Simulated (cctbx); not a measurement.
# Symmetry from intensities

Cell: a = 3.8870 Å, b = 3.8870 Å, c = 6.8600 Å, α = 90.00°, β = 90.00°, γ = 90.00°. Expected content of the cell: Os5 As1 Zn1.

The data are simulated with cctbx, not measured: Mo Kα, λ = 0.71073 Å, to d = 0.7 Å, 95 % of the full sphere, strongest reflection 70000 counts, noise from counting, a 6 % proportional error and a noise floor of 8 counts (s.d.); no absorption.

A first pass over the reflections prints:

```text
1195 reflections to d = 0.703 A
centring   violations  <I/sigma> of those
    A        601 of   602     12.9
    B        602 of   602     12.9
    C        615 of   616     10.9
    I        621 of   621     14.1
    R        798 of   798     12.9
    F        909 of   910     12.2
Laue class    unique    Rint  (classes that these axes allow; Friedel mates merged)
P -1              632   0.035
P 1 2/m 1         364   0.042
P 1 1 2/m         347   0.043
P 2/m 1 1         364   0.042
P m m m           219   0.046
P 4/m             178   0.048
P 4/m m m         127   0.048
space group    extra absences  I>4sigma  <I/sigma>
P 4 2 2                 0          0         -  acentric
P 4 m m                 0          0         -  acentric
P -4 2 m                0          0         -  acentric
P -4 m 2                0          0         -  acentric
P 4/m m m               0          0         -  centric
Wilson B = 0.82 A^2   <|E^2-1|> = 0.957 (0.968 centric, 0.736 acentric)   E^2>4: 3.1 %
shell (A)         n   <I/sigma>
 6.86 - 1.40     21     30.2
 1.40 - 1.12     19     36.4
 1.12 - 0.97     13     38.0
 0.97 - 0.89     16     38.7
 0.89 - 0.82     16     38.2
 0.82 - 0.77     12     38.2
 0.77 - 0.74     15     34.3
 0.74 - 0.70     15     36.4
```

**Question.** What are the lattice type, the Laue class and the likely space group?

Every centring test has many violations, so the lattice is primitive.

Rint stays low (0.035 to 0.048) up to P 4/m m m, the highest class in these axes.

5 settings pass the absence test. No glide or screw absences show, which leaves P 4 2 2, P 4 m m, P -4 2 m, P -4 m 2 and P 4/m m m.

⟨|E²−1|⟩ = 0.957 leans to a centrosymmetric structure. The Wilson B of 0.82 Å² means U ≈ 0.0104 Å².

The true group is P4/mmm (no. 123), Laue class 4/mmm, centrosymmetric. The tables only narrow the choice to the tied entries; cell content, site symmetry and trial solutions must settle it.

This is a model crystal, built by substitution and not relaxed, with assumed displacement parameters.

[Logs are printed without paths, hosts, clocks, repeated set-up lines and the standing remarks that a program may print on its own settings, such as how far it seeks lower states.]
